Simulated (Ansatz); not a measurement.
# What went wrong? glassy 87SiO2-4Na2O-4ZnO-4SrO (mol %) (67 atoms)

Program: Ansatz 0.2.0. The cell: 20 Si, 2 Na, 1 Zn, 1 Sr and 43 O.

input.yaml reads:

```yaml
crystal:
  lattice:
    - [9.74851, 0.0, 0.0]
    - [0.0, 9.74851, 0.0]
    - [0.0, 0.0, 9.74851]
  atoms:
    - { symbol: Si, position: [0.1896, 0.55119, 0.28835] }
    - { symbol: Si, position: [0.93834, 0.74019, 0.39657] }
    - { symbol: Si, position: [0.94388, 0.06737, 0.45659] }
    - { symbol: Si, position: [0.64746, 0.73082, 0.24223] }
    - { symbol: Si, position: [0.14738, 0.23042, 0.28703] }
    - { symbol: Si, position: [0.28646, 0.78529, 0.10073] }
    - { symbol: Si, position: [0.34961, 0.94641, 0.63209] }
    - { symbol: Si, position: [0.51931, 0.812, 0.87695] }
    - { symbol: Si, position: [0.0408, 0.99705, 0.74709] }
    - { symbol: Si, position: [0.65124, 0.44054, 0.11055] }
    - { symbol: Si, position: [0.74762, 0.93528, 0.0516] }
    - { symbol: Si, position: [0.89646, 0.47272, 0.90411] }
    - { symbol: Si, position: [0.41532, 0.67348, 0.46341] }
    - { symbol: Si, position: [0.73119, 0.29302, 0.39381] }
    - { symbol: Si, position: [0.41367, 0.22311, 0.46462] }
    - { symbol: Si, position: [0.22976, 0.41415, 0.65419] }
    - { symbol: Si, position: [0.92772, 0.49326, 0.57626] }
    - { symbol: Si, position: [0.00188, 0.78004, 0.95997] }
    [... 43 atom lines left out ...]
    - { symbol: O, position: [0.52666, 0.72686, 0.34174] }
    - { symbol: O, position: [0.06146, 0.65753, 0.31947] }
    - { symbol: O, position: [0.95741, 0.90176, 0.40971] }
    - { symbol: O, position: [0.8961, 0.86507, 0.05071] }
    - { symbol: O, position: [0.15416, 0.80051, 0.00962] }
    - { symbol: O, position: [0.03552, 0.17312, 0.18498] }
kpoints:
  mp_grid: { grid: [1, 1, 1] }
hamiltonian:
  xc: pbe
scf:
  max_iter: 75
output:
  forces: true
```

Started as:

```
$ ansatz run input.yaml --threads 4 --pin off --max-ram 8192MiB --backend cpu --events-out ev --progress --plain --runs-dir out
```

The log of the run:

```text
Error: YAML parse error: `scf.occupations.method` is required: fixed only where the cell keeps a band gap throughout the run, explicit beside scf.occupations.values (under evaluate: without them), else a smearing such as fermi_dirac (scf.occupations.width is optional; its entry in the input reference gives the default)
```

Wall time 0.02 s (4 threads of AMD EPYC 9R45, shared host); peak memory 0.028 GiB; 0.02 s of CPU time.

**Question.** What is wrong with this input, and how is it mended?

No occupation method: scf.occupations removed.

The fix is to set scf.occupations back to {"method": "fixed"}.

The program refused it before any cycle.

[Logs are printed without paths, hosts, clocks, repeated set-up lines and the standing remarks that a program may print on its own settings, such as how far it seeks lower states.]

[Hosts, paths, dates, database ids (printed as entryN), source tags and the programs' standing remarks are cut or masked in the printed files.]
